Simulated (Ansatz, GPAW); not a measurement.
# Cutoff, mesh and smearing for a 8-layer slab of Ir(100)

Wanted: a convergence study on the slab a 8-layer slab of Ir(100).

Main program and level: GPAW 26.7.0 and Ansatz 0.2.0; Ansatz plane waves; slab in vacuum with a dipole correction, relaxation, in the first sound run; inputs show where later runs differ.

## (1) Starting point

The cell holds 8 atoms: 8 Ir. Cell: a = 2.715 Å, b = 2.715 Å, c = 29.440 Å, α = 90.0°, β = 90.0°, γ = 90.0°. Vacuum lies along c.

## (2) Relaxation

The atoms are relaxed first, since the surface dipole, and with it the work function, follows the positions of the outer layers. The lowest 4 atoms are held at bulk positions and keep their forces.

Contents of input.yaml:

```yaml
crystal:
  lattice:
    - [2.7152900398, 0.0, 0.0]
    - [0.0, 2.7152900398, 0.0]
    - [0.0, 0.0, 29.44]
  atoms:
    - { symbol: Ir, position: [0.5, 0.5, 0.2717391304] }
    - { symbol: Ir, position: [0.0, 0.0, 0.3369565217] }
    - { symbol: Ir, position: [0.5, 0.5, 0.402173913] }
    - { symbol: Ir, position: [0.0, 0.0, 0.4673913043] }
    - { symbol: Ir, position: [0.5, 0.5, 0.5326086957] }
    - { symbol: Ir, position: [0.0, 0.0, 0.597826087] }
    - { symbol: Ir, position: [0.5, 0.5, 0.6630434783] }
    - { symbol: Ir, position: [0.0, 0.0, 0.7282608696] }
kpoints:
  mp_grid: { grid: [12, 12, 1] }
hamiltonian:
  xc: pbe
scf:
  occupations: { method: fermi_dirac, width: 0.1 }
efield:
  axis: 3
  dipole_correction: true
  ramp_width: 0.05
relax:
  f_tol: 0.02
  max_steps: 60
  constraints: [{ sites: [0, 1, 2, 3] }]
output:
  write_potential: true
  write_density: true
  volumetric_format: npy
```

Started as:

```
$ ansatz run input.yaml --threads 2 --pin off --max-ram 4096MiB --backend cpu --events-out ev --progress --plain --runs-dir out
```

Numbers of over 12 decimals in the logs are rounded to 6 here.

What it wrote:

```text
Engine: ansatz 0.2.0, x86_64-unknown-linux-gnu
Pseudopotentials: kind: paw
Pseudopotential: Ir, paw, valence charge 17, recommended cutoff 420 eV (normal), Ir.paw.azcp
Functional definition: PBE
  parameter kappa = 0.804
  parameter beta = 0.066725
  exchange = pbe_x(kappa = kappa, mu = beta*pi^2/3)
  correlation = pbe_c(beta = beta)
Crystal: 8 atoms, lattice volume = 217.055 Å³
Basis set: ecut = 420 eV, 4319 PW (Γ), exchange–correlation on 40×40×400 points (8 copies of the dense FFT grid, shifted against one another)
Bands: 82, of which v1, the nominal top of the filled ones, is band 68 counted from 1 (67 counted from 0)
Symmetry: 8 space group operations
k-points: 28 of 144
Non-local potential: Ir, projectors of the file, l = 0: 3, l = 1: 2, l = 2: 2, l = 3: 1
PAW form: soft (Blöchl's): semilocal exchange-correlation on the pseudo side does not see the compensation charge
PAW one-centre angular grid: Ir, 590 points (default); XC on 64 Gauss nodes
Initial density: superposition of atomic densities (neutral atoms: chi_scale 0, normalization atom), corrected by the library's trained network
Initial wavefunctions: pseudopotential atomic-orbital guess
Functional: x = pbe(κ = 0.804, μ = 0.219515), c = pbe(β = 0.066725)
SCF iter   1: F=—  HF=-95480.006463 eV  |F-HF|=—  |Δ(HF+E_count)|=         —  Δρ=1.48e-2  dr2=1.27e1  ethr=1.77e-3  p=-0.000 e·Å  D=-1.19e-13 V/Å  ΔV_dip=0.00 eV  dr2_dipole=2.44e-6  V_vac-E_F(+/−)=5.01/5.01 eV  ⟨swp⟩=7.0  Hψ=9431  notcnv=0  defer=9
efield: sawtooth ramp at fractional position 0.9750 (placed from the atoms, in the widest stretch of the axis that holds none; the zero of the levels goes with the place), width 0.0500; the density the first Hamiltonian is built on has a dipole p = -0.000 e·Å; the dipole correction subtracts the counter field D = -1.19e-13 V/Å, which shifts the + side's vacuum level by +0.00 eV against the − side's; the planar-averaged density in the ramp window peaks in size at 2.2e-5 e/Å³
preconditioner: auto → LDOS  [metal: Δε(μ)=0.015 eV  Ē_g=6.464 eV  σ=0.100 eV  W_gap=0.04  n_scr=58 (ndim 8)  ℏωp=21.4 eV  f_vac=0.432  D(μ)=8.48/eV (n_scr^D=76)  β→1.0]
SCF iter   2: F=—  HF=-95479.872792 eV  |F-HF|=—  |Δ(HF+E_count)|=   1.34e-1  Δρ=3.61e-3  dr2=6.79e-2  ethr=1.77e-3  p=0.000 e·Å  D=1.01e-5 V/Å  ΔV_dip=-0.00 eV  dr2_dipole=3.09e-6  V_vac-E_F(+/−)=5.50/5.50 eV  ⟨swp⟩=2.0  Hψ=2727  notcnv=0  defer=27
SCF iter   3: F=—  HF=-95479.872960 eV  |F-HF|=—  |Δ(HF+E_count)|=   1.67e-4  Δρ=2.23e-3  dr2=2.87e-2  ethr=4.99e-5  p=0.000 e·Å  D=3.94e-7 V/Å  ΔV_dip=-0.00 eV  dr2_dipole=4.68e-9  V_vac-E_F(+/−)=5.45/5.45 eV  ⟨swp⟩=3.0  Hψ=4036  notcnv=0  defer=37
SCF iter   4: F=—  HF=-95479.868081 eV  |F-HF|=—  |Δ(HF+E_count)|=   4.88e-3  Δρ=4.65e-4  dr2=1.20e-3  ethr=2.11e-5  p=0.000 e·Å  D=3.31e-6 V/Å  ΔV_dip=-0.00 eV  dr2_dipole=4.79e-8  V_vac-E_F(+/−)=5.51/5.51 eV  ⟨swp⟩=2.0  Hψ=3371  notcnv=0  defer=37
SCF iter   5: F=—  HF=-95479.867584 eV  |F-HF|=—  |Δ(HF+E_count)|=   4.97e-4  Δρ=1.51e-4  dr2=2.09e-4  ethr=8.79e-7  p=0.000 e·Å  D=8.80e-7 V/Å  ΔV_dip=-0.00 eV  dr2_dipole=3.09e-10  V_vac-E_F(+/−)=5.53/5.53 eV  ⟨swp⟩=2.7  Hψ=3980  notcnv=0  defer=36
SCF iter   6: F=—  HF=-95479.867556 eV  |F-HF|=—  |Δ(HF+E_count)|=   2.89e-5  Δρ=5.49e-5  dr2=1.53e-5  ethr=1.54e-7  p=0.000 e·Å  D=1.98e-7 V/Å  ΔV_dip=-0.00 eV  dr2_dipole=1.08e-9  V_vac-E_F(+/−)=5.54/5.54 eV  ⟨swp⟩=2.4  Hψ=3577  notcnv=0  defer=36
SCF iter   7: F=-95479.867559 eV  HF=-95479.867558 eV  |F-HF|=6.92e-7  |Δ(HF+E_count)|=   2.64e-6  Δρ=2.01e-5  dr2=2.04e-6  ethr=7.35e-9  p=0.000 e·Å  D=9.01e-8 V/Å  ΔV_dip=-0.00 eV  dr2_dipole=1.63e-10  V_vac-E_F(+/−)=5.55/5.55 eV  ⟨swp⟩=13.6  Hψ=21349  notcnv=0
SCF 1 converged in 7 iterations: F = -95479.867559 eV  dr2 = 2.04e-6
  greatest PAW one-centre occupation: 1.000 electrons in one spin orbital (limit 2), on the Ir atom at site 5 (counted from 0), in its partial waves of l = 0
relax step   1: F+E_penalty+E_count = -95479.86755885 eV  Δ(F+E_penalty+E_count) = +0.000e0 eV  max|allowed force component| = 1.052e0 eV/Å  Δτ_max = 0.0000 Å  (7 SCF iters, dr2 threshold 1.00e-5 eV, accepted)
Initial density: handed on by an earlier stage of this run
Initial wavefunctions: those handed on with the density
iter 1 solved again at ethr=1.03e-4 eV; its pass at ethr=3.10e-3 eV (dr2=1.40e-1 eV) is discarded
SCF iter   1: F=—  HF=-95479.866375 eV  |F-HF|=—  |Δ(HF+E_count)|=         —  Δρ=9.19e-3  dr2=1.37e-1  ethr=1.03e-4  p=-0.000 e·Å  D=-5.68e-7 V/Å  ΔV_dip=0.00 eV  dr2_dipole=2.86e-2  V_vac-E_F(+/−)=5.54/5.54 eV  ⟨swp⟩=2.0  Hψ=9314  notcnv=0  defer=24
efield: sawtooth ramp at fractional position 0.9750 (handed on by an earlier solve), width 0.0500; the density the first Hamiltonian is built on has a dipole p = -0.000 e·Å; the dipole correction subtracts the counter field D = -5.68e-7 V/Å, which shifts the + side's vacuum level by +0.00 eV against the − side's; the planar-averaged density in the ramp window peaks in size at 3.9e-6 e/Å³
preconditioner: auto → LDOS  [metal: Δε(μ)=0.019 eV  Ē_g=6.507 eV  σ=0.100 eV  W_gap=0.05  n_scr=58 (ndim 8)  ℏωp=21.4 eV  f_vac=0.430  D(μ)=8.87/eV (n_scr^D=76)  β→1.0]
SCF iter   2: F=—  HF=-95479.864426 eV  |F-HF|=—  |Δ(HF+E_count)|=   1.95e-3  Δρ=2.44e-3  dr2=3.75e-2  ethr=1.01e-4  p=0.002 e·Å  D=1.47e-3 V/Å  ΔV_dip=-0.04 eV  dr2_dipole=3.52e-3  V_vac-E_F(+/−)=5.51/5.55 eV  ⟨swp⟩=2.0  Hψ=3688  notcnv=0  defer=24
SCF iter   3: F=—  HF=-95479.859609 eV  |F-HF|=—  |Δ(HF+E_count)|=   4.82e-3  Δρ=1.14e-3  dr2=7.85e-3  ethr=2.76e-5  p=-0.000 e·Å  D=-4.16e-4 V/Å  ΔV_dip=0.01 eV  dr2_dipole=1.87e-4  V_vac-E_F(+/−)=5.56/5.55 eV  ⟨swp⟩=2.9  Hψ=4005  notcnv=0  defer=24
SCF iter   4: F=—  HF=-95479.857808 eV  |F-HF|=—  |Δ(HF+E_count)|=   1.80e-3  Δρ=2.99e-4  dr2=4.07e-4  ethr=5.78e-6  p=0.000 e·Å  D=2.10e-4 V/Å  ΔV_dip=-0.01 eV  dr2_dipole=1.60e-5  V_vac-E_F(+/−)=5.54/5.55 eV  ⟨swp⟩=2.7  Hψ=4095  notcnv=0  defer=26
SCF iter   5: F=—  HF=-95479.857787 eV  |F-HF|=—  |Δ(HF+E_count)|=   2.14e-5  Δρ=7.88e-5  dr2=8.99e-5  ethr=3.00e-7  p=0.000 e·Å  D=1.20e-4 V/Å  ΔV_dip=-0.00 eV  dr2_dipole=2.69e-5  V_vac-E_F(+/−)=5.55/5.55 eV  ⟨swp⟩=2.4  Hψ=3572  notcnv=0  defer=27
SCF iter   6: F=-95479.857785 eV  HF=-95479.857790 eV  |F-HF|=4.88e-6  |Δ(HF+E_count)|=   3.06e-6  Δρ=2.72e-5  dr2=5.02e-6  ethr=5.09e-8  p=0.000 e·Å  D=6.07e-5 V/Å  ΔV_dip=-0.00 eV  dr2_dipole=1.80e-6  V_vac-E_F(+/−)=5.55/5.55 eV  ⟨swp⟩=14.0  Hψ=22561  notcnv=0
SCF 2 converged in 6 iterations: F = -95479.857785 eV  dr2 = 5.02e-6
[...]
SCF iter   2: F=—  HF=-95479.915062 eV  |F-HF|=—  |Δ(HF+E_count)|=   1.03e-3  Δρ=1.20e-3  dr2=1.02e-2  ethr=2.50e-5  p=-0.001 e·Å  D=-6.97e-4 V/Å  ΔV_dip=0.02 eV  dr2_dipole=2.52e-3  V_vac-E_F(+/−)=5.57/5.55 eV  ⟨swp⟩=2.0  Hψ=3924  notcnv=0  defer=37
SCF iter   3: F=—  HF=-95479.914156 eV  |F-HF|=—  |Δ(HF+E_count)|=   9.07e-4  Δρ=5.48e-4  dr2=1.44e-3  ethr=7.53e-6  p=0.000 e·Å  D=3.36e-4 V/Å  ΔV_dip=-0.01 eV  dr2_dipole=8.15e-5  V_vac-E_F(+/−)=5.54/5.55 eV  ⟨swp⟩=2.6  Hψ=3704  notcnv=0  defer=37
SCF iter   4: F=—  HF=-95479.913937 eV  |F-HF|=—  |Δ(HF+E_count)|=   2.18e-4  Δρ=2.01e-4  dr2=2.93e-4  ethr=1.06e-6  p=-0.000 e·Å  D=-1.17e-4 V/Å  ΔV_dip=0.00 eV  dr2_dipole=1.03e-6  V_vac-E_F(+/−)=5.55/5.55 eV  ⟨swp⟩=3.0  Hψ=4148  notcnv=0  defer=37
SCF iter   5: F=—  HF=-95479.913896 eV  |F-HF|=—  |Δ(HF+E_count)|=   4.18e-5  Δρ=5.83e-5  dr2=2.86e-5  ethr=2.16e-7  p=-0.000 e·Å  D=-5.14e-6 V/Å  ΔV_dip=0.00 eV  dr2_dipole=4.10e-6  V_vac-E_F(+/−)=5.55/5.55 eV  ⟨swp⟩=2.1  Hψ=3271  notcnv=0  defer=37
SCF iter   6: F=—  HF=-95479.913316 eV  |F-HF|=—  |Δ(HF+E_count)|=   5.80e-4  Δρ=1.72e-5  dr2=2.01e-6  ethr=2.10e-8  p=0.000 e·Å  D=3.84e-5 V/Å  ΔV_dip=-0.00 eV  dr2_dipole=1.26e-7  V_vac-E_F(+/−)=5.55/5.55 eV  ⟨swp⟩=2.0  Hψ=3388  notcnv=0  defer=37
SCF iter   7: F=-95479.913316 eV  HF=-95479.913316 eV  |F-HF|=3.04e-8  |Δ(HF+E_count)|=   2.25e-7  Δρ=4.34e-6  dr2=9.62e-8  ethr=7.35e-11  p=0.000 e·Å  D=4.49e-5 V/Å  ΔV_dip=-0.00 eV  dr2_dipole=3.44e-9  V_vac-E_F(+/−)=5.55/5.55 eV  ⟨swp⟩=11.0  Hψ=20764  notcnv=0
SCF 3 converged in 7 iterations: F = -95479.913316 eV  dr2 = 9.62e-8
relax step   3: F+E_penalty+E_count = -95479.91331597 eV  Δ(F+E_penalty+E_count) = -4.576e-2 eV  max|allowed force component| = 1.065e-1 eV/Å  Δτ_max = 0.0932 Å  (7 SCF iters, accepted)
[...]
relax step   4: F+E_penalty+E_count = -95479.91401195 eV  Δ(F+E_penalty+E_count) = -6.960e-4 eV  max|allowed force component| = 2.734e-2 eV/Å  Δτ_max = 0.0220 Å  (6 SCF iters, dr2 threshold 7.10e-7 eV, accepted)
SCF iter   1: F=—  HF=-95479.914676 eV  |F-HF|=—  |Δ(HF+E_count)|=         —  Δρ=2.21e-4  dr2=3.83e-4  ethr=6.35e-6  p=-0.000 e·Å  D=-1.08e-4 V/Å  ΔV_dip=0.00 eV  dr2_dipole=1.98e-4  V_vac-E_F(+/−)=5.55/5.55 eV  ⟨swp⟩=2.0  Hψ=3829  notcnv=0  defer=37
efield: sawtooth ramp at fractional position 0.9750 (handed on by an earlier solve), width 0.0500; the density the first Hamiltonian is built on has a dipole p = -0.000 e·Å; the dipole correction subtracts the counter field D = -1.08e-4 V/Å, which shifts the + side's vacuum level by +0.00 eV against the − side's; the planar-averaged density in the ramp window peaks in size at 5.2e-6 e/Å³
preconditioner: auto → LDOS  [metal: Δε(μ)=0.025 eV  Ē_g=6.507 eV  σ=0.100 eV  W_gap=0.06  n_scr=58 (ndim 8)  ℏωp=21.4 eV  f_vac=0.431  D(μ)=8.98/eV (n_scr^D=76)  β→1.0]
SCF iter   2: F=—  HF=-95479.914662 eV  |F-HF|=—  |Δ(HF+E_count)|=   1.45e-5  Δρ=7.07e-5  dr2=3.71e-5  ethr=2.81e-7  p=-0.000 e·Å  D=-4.22e-5 V/Å  ΔV_dip=0.00 eV  dr2_dipole=1.12e-5  V_vac-E_F(+/−)=5.55/5.55 eV  ⟨swp⟩=2.0  Hψ=3646  notcnv=0  defer=37
SCF iter   3: F=—  HF=-95479.914075 eV  |F-HF|=—  |Δ(HF+E_count)|=   5.87e-4  Δρ=6.92e-5  dr2=2.88e-5  ethr=2.73e-8  p=-0.000 e·Å  D=-3.77e-5 V/Å  ΔV_dip=0.00 eV  dr2_dipole=4.81e-7  V_vac-E_F(+/−)=5.55/5.55 eV  ⟨swp⟩=2.5  Hψ=4143  notcnv=0  defer=37
SCF iter   4: F=—  HF=-95479.914067 eV  |F-HF|=—  |Δ(HF+E_count)|=   7.88e-6  Δρ=8.63e-6  dr2=2.49e-7  ethr=2.11e-8  p=-0.000 e·Å  D=-4.19e-5 V/Å  ΔV_dip=0.00 eV  dr2_dipole=1.97e-9  V_vac-E_F(+/−)=5.55/5.55 eV  ⟨swp⟩=2.6  Hψ=3886  notcnv=0  defer=37
SCF iter   5: F=-95479.914067 eV  HF=-95479.914067 eV  |F-HF|=7.86e-8  |Δ(HF+E_count)|=   6.37e-8  Δρ=2.54e-6  dr2=2.46e-8  ethr=7.35e-11  p=-0.000 e·Å  D=-4.55e-5 V/Å  ΔV_dip=0.00 eV  dr2_dipole=5.71e-11  V_vac-E_F(+/−)=5.55/5.55 eV  ⟨swp⟩=12.0  Hψ=18820  notcnv=0
SCF 5 converged in 5 iterations: F = -95479.914067 eV  dr2 = 2.46e-8
relax step   5: F+E_penalty+E_count = -95479.91406750 eV  Δ(F+E_penalty+E_count) = -5.554e-5 eV  max|allowed force component| = 6.599e-4 eV/Å  Δτ_max = 0.0036 Å  (5 SCF iters, accepted)
NSCF: frozen V_eff on 28 k-points
the band table was solved once a step of the walk had ended and its energy, with any forces and stress, was formed, with the checks that follow a solve (11246 applications of the Hamiltonian). They found nothing against the state; the energy, forces and stress were not computed again (output.eigenvalues in the input reference)
WARN: The input density's exchange-correlation potential varies sharply where the density is thin. Do not read a vacuum level from v_tot or v_xc, or from such a field of the output density. On a cell that repeats whose density bears no net charge and no dipole along the vacuum's axis use v_es (v_loc + v_h of the components); under efield.dipole_correction with no amplitude use v_es + v_field, which holds any external [...]
SCF converged after 5 iterations
Free energy (F): -95479.914067 eV
Harris-Foulkes:  -95479.914067 eV  (|F-HF|=7.86e-8)
Internal energy: -95479.622794 eV  (E = F + TS)
E sigma→0 (E₀):  -95479.768431 eV
Entropy (-TS):   -0.291273 eV (-36.409 meV/atom)
Fermi energy:    10.766281 eV
Dipole field:    D = -0.000055 V/Å  (p = -0.000066 e·Å, saw-weighted, corrected)
Work function:   Φ+ = 5.5504 eV   Φ− = 5.5488 eV
Levels:          The Fermi level and band energies are counted from a zero that moves with the ramp; work functions are not
--- Per-component energies (eV) ---
  E_band       = -2668.631264
  E_kinetic    = 4978.438282
  E_local      = -262587.975336  (includes V_loc(G=0)·N_el)
  E_nonlocal   = 582.823808
  E_hartree    = 129304.445011
  E_xc         = -2139.922568
  E_vxc        = -2395.484697  (∫ρ·V_xc dr)
  E_paw        = -73787.427003  (= ΣΔE_a)
  E_vpaw       = -1855.307591  (= ΣTr[D̂ρ^β])
  E_aug_tail   = 0.000444  (compensation charges beyond the density's cutoff)
  E_efield     = 0.000000  (sawtooth field / dipole correction)
  E_vefield    = 0.000207  (∫n·V_field dr)
  E_ewald      = 108169.994569
  E_smearing   = -0.291273  (= −TS)
  E_closure    = -0.000000  (closes the sum)
  Σ components = -95479.914067   (vs F -95479.914067, Δ=0.00e0)
--- Forces (eV/Å), atoms counted from 1 ---
  atom   1  Ir    -0.00000000     0.00000000     0.66298139
  atom   2  Ir    -0.00000000     0.00000000    -1.05873460
  atom   3  Ir     0.00000000     0.00000000    -0.02214342
  atom   4  Ir    -0.00000000     0.00000000     0.41863431
  atom   5  Ir     0.00000000     0.00000000    -0.00030830
  atom   6  Ir     0.00000000     0.00000000     0.00043921
  atom   7  Ir     0.00000000     0.00000000    -0.00065988
  atom   8  Ir    -0.00000000     0.00000000    -0.00020774
  max |Σ_I F_I| component: 9.75e-7 eV/Å
--- Band table (eV; the first three rows and the last of 28) ---
  k-point 0: bands = [... 64 lower, 9.8519, 9.9087, 10.2113, 10.3320, 10.6002, 10.8261, 10.8261, 11.0467, ... 10 higher]
  k-point 1: bands = [... 64 lower, 9.6399, 9.8853, 10.1246, 10.2070, 10.4698, 10.7108, 10.7426, 10.8199, ... 10 higher]
  k-point 2: bands = [... 64 lower, 9.5820, 9.6346, 9.7490, 9.7551, 10.2809, 10.3528, 10.4104, 10.9212, ... 10 higher]
  k-point 27: bands = [... 64 lower, 12.2408, 12.2661, 12.3055, 12.3136, 12.3470, 12.3807, 12.9451, 13.0579, ... 10 higher]
--- Relaxed structure (5 steps of the walk, 4 accepted, 0 SCFs on fresh bases) ---
  F+E_penalty+E_count = -95479.91406750 eV   max|allowed force component| = 6.599e-4 eV/Å
  atoms:
    - { symbol: Ir, position: [0.5, 0.5, 0.2717391304] }
    - { symbol: Ir, position: [0.0, 0.0, 0.3369565217] }
    - { symbol: Ir, position: [0.5, 0.5, 0.402173913] }
    - { symbol: Ir, position: [0.0, 0.0, 0.4673913043] }
    - { symbol: Ir, position: [0.5, 0.5, 0.533624] }
    - { symbol: Ir, position: [0, 0.0, 0.599760] }
    - { symbol: Ir, position: [0.5, 0.5, 0.666559] }
    - { symbol: Ir, position: [0, 0.0, 0.729265] }
```

The job ended after 1.9 min (2 threads of Intel Xeon at 2.70GHz, shared host; peak memory 0.74 GiB; 3.7 min of CPU time).

Step by step:

```
step  energy less that of the first step (eV)  largest force component (eV/Å)
   1                                   0.0000                          1.0524
   2                                   0.0098                          1.1259
   3                                  -0.0458                          0.1065
   4                                  -0.0465                          0.0273
   5                                  -0.0465                          0.0007
```

Relaxation step 2 was tried and not accepted.

Forces are held to the 8 operations that the run works with; a distortion that breaks them can't arise in this run.

The atoms that moved most (Å):

```csv
atom,dx,dy,dz,length
Ir7,0.000,0.000,0.103,0.103
Ir6,0.000,0.000,0.057,0.057
Ir5,0.000,0.000,0.030,0.030
Ir8,0.000,0.000,0.030,0.030
```

Final coordinates:

```
Ir
1.0
     2.71529    0.00000    0.00000
     0.00000    2.71529    0.00000
     0.00000    0.00000   29.44000
Ir
8
Direct
  0.50000 0.50000 0.27174
  0.00000 0.00000 0.33696
  0.50000 0.50000 0.40217
  0.00000 0.00000 0.46739
  0.50000 0.50000 0.53362
  0.00000 0.00000 0.59976
  0.50000 0.50000 0.66656
  0.00000 0.00000 0.72926
```

This step gave:

- free energy: -95479.9141 eV
- smearing term TS: 0.2913 eV
- symmetry operations: 8
- upper work function: 5.550 eV
- lower work function: 5.549 eV
- dipole along the normal: -6.63e-5 e·Å
- dipole field: -5.53e-5 V/Å
- vacuum level above: 16.32 eV
- vacuum level below: 16.32 eV

The electrostatic potential energy of an electron (with the applied field's), less the Fermi level, planar mean oscillates, so the rows of the table below give means over windows of 1.91 Å about each position, cut where the curve ends. Its maxima inside the range that stand out by 2 % of the span (Å: eV): 9.0: -4.60, 10.9: -4.99, 12.8: -4.99, 14.7: -4.50, 16.6: -4.66, 18.7: -4.42, 20.6: -6.08. Its minima: 7.9: -20.2, 9.9: -20.9, 11.8: -20.9, 13.7: -20.8, 15.8: -20.9, 17.7: -20.9, 19.6: -21.0, 21.5: -20.5.

The electrostatic potential energy of an electron (with the applied field's), less the Fermi level, planar mean by z; means over each step:

```
z (Å)  electrostatic potential energy of an electron (with the applied field's), less the Fermi level, planar mean (eV)
 0.95                                                                                                              5.55
 2.86                                                                                                              5.55
 4.77                                                                                                              5.52
 6.68                                                                                                             0.418
 8.59                                                                                                             -13.0
10.50                                                                                                             -13.5
12.41                                                                                                             -13.5
14.32                                                                                                             -13.2
16.23                                                                                                             -13.2
18.14                                                                                                             -13.1
20.05                                                                                                             -14.0
21.96                                                                                                             -9.63
23.87                                                                                                              5.27
25.78                                                                                                              5.55
27.69                                                                                                              5.55
```

The valence density, planar mean oscillates, so the rows of the table below give means over windows of 1.91 Å about each position, cut where the curve ends. Its maxima inside the range that stand out by 2 % of the span (Å: e/Å³): 7.9: 1.93, 9.9: 1.95, 11.8: 1.94, 13.7: 1.94, 15.8: 1.95, 17.7: 1.96, 19.6: 1.96, 21.5: 1.94. Its minima: 9.0: 0.508, 10.9: 0.507, 12.8: 0.505, 14.7: 0.484, 16.6: 0.491, 18.7: 0.479, 20.6: 0.581.

Valence density, planar mean against z; means over each step:

| z (Å) | valence density, planar mean (e/Å³) |
| --- | --- |
| 2.86 | 6.6e-6 |
| 4.77 | 0.00119 |
| 6.68 | 0.274 |
| 8.59 | 1.19 |
| 10.50 | 1.20 |
| 12.41 | 1.20 |
| 14.32 | 1.18 |
| 16.23 | 1.18 |
| 18.14 | 1.17 |
| 20.05 | 1.24 |
| 21.96 | 0.998 |
| 23.87 | 0.0115 |
| 25.78 | 6.4e-5 |

The relaxation lowered the energy of the cell by 0.0465 eV.

(Continued in part 2 of 3.)

[Logs are printed without paths, hosts, clocks, repeated set-up lines and the standing remarks that a program may print on its own settings, such as how far it seeks lower states.]

[Hosts, paths, dates, database ids (printed as entryN), source tags and the programs' standing remarks are cut or masked in the printed files.]
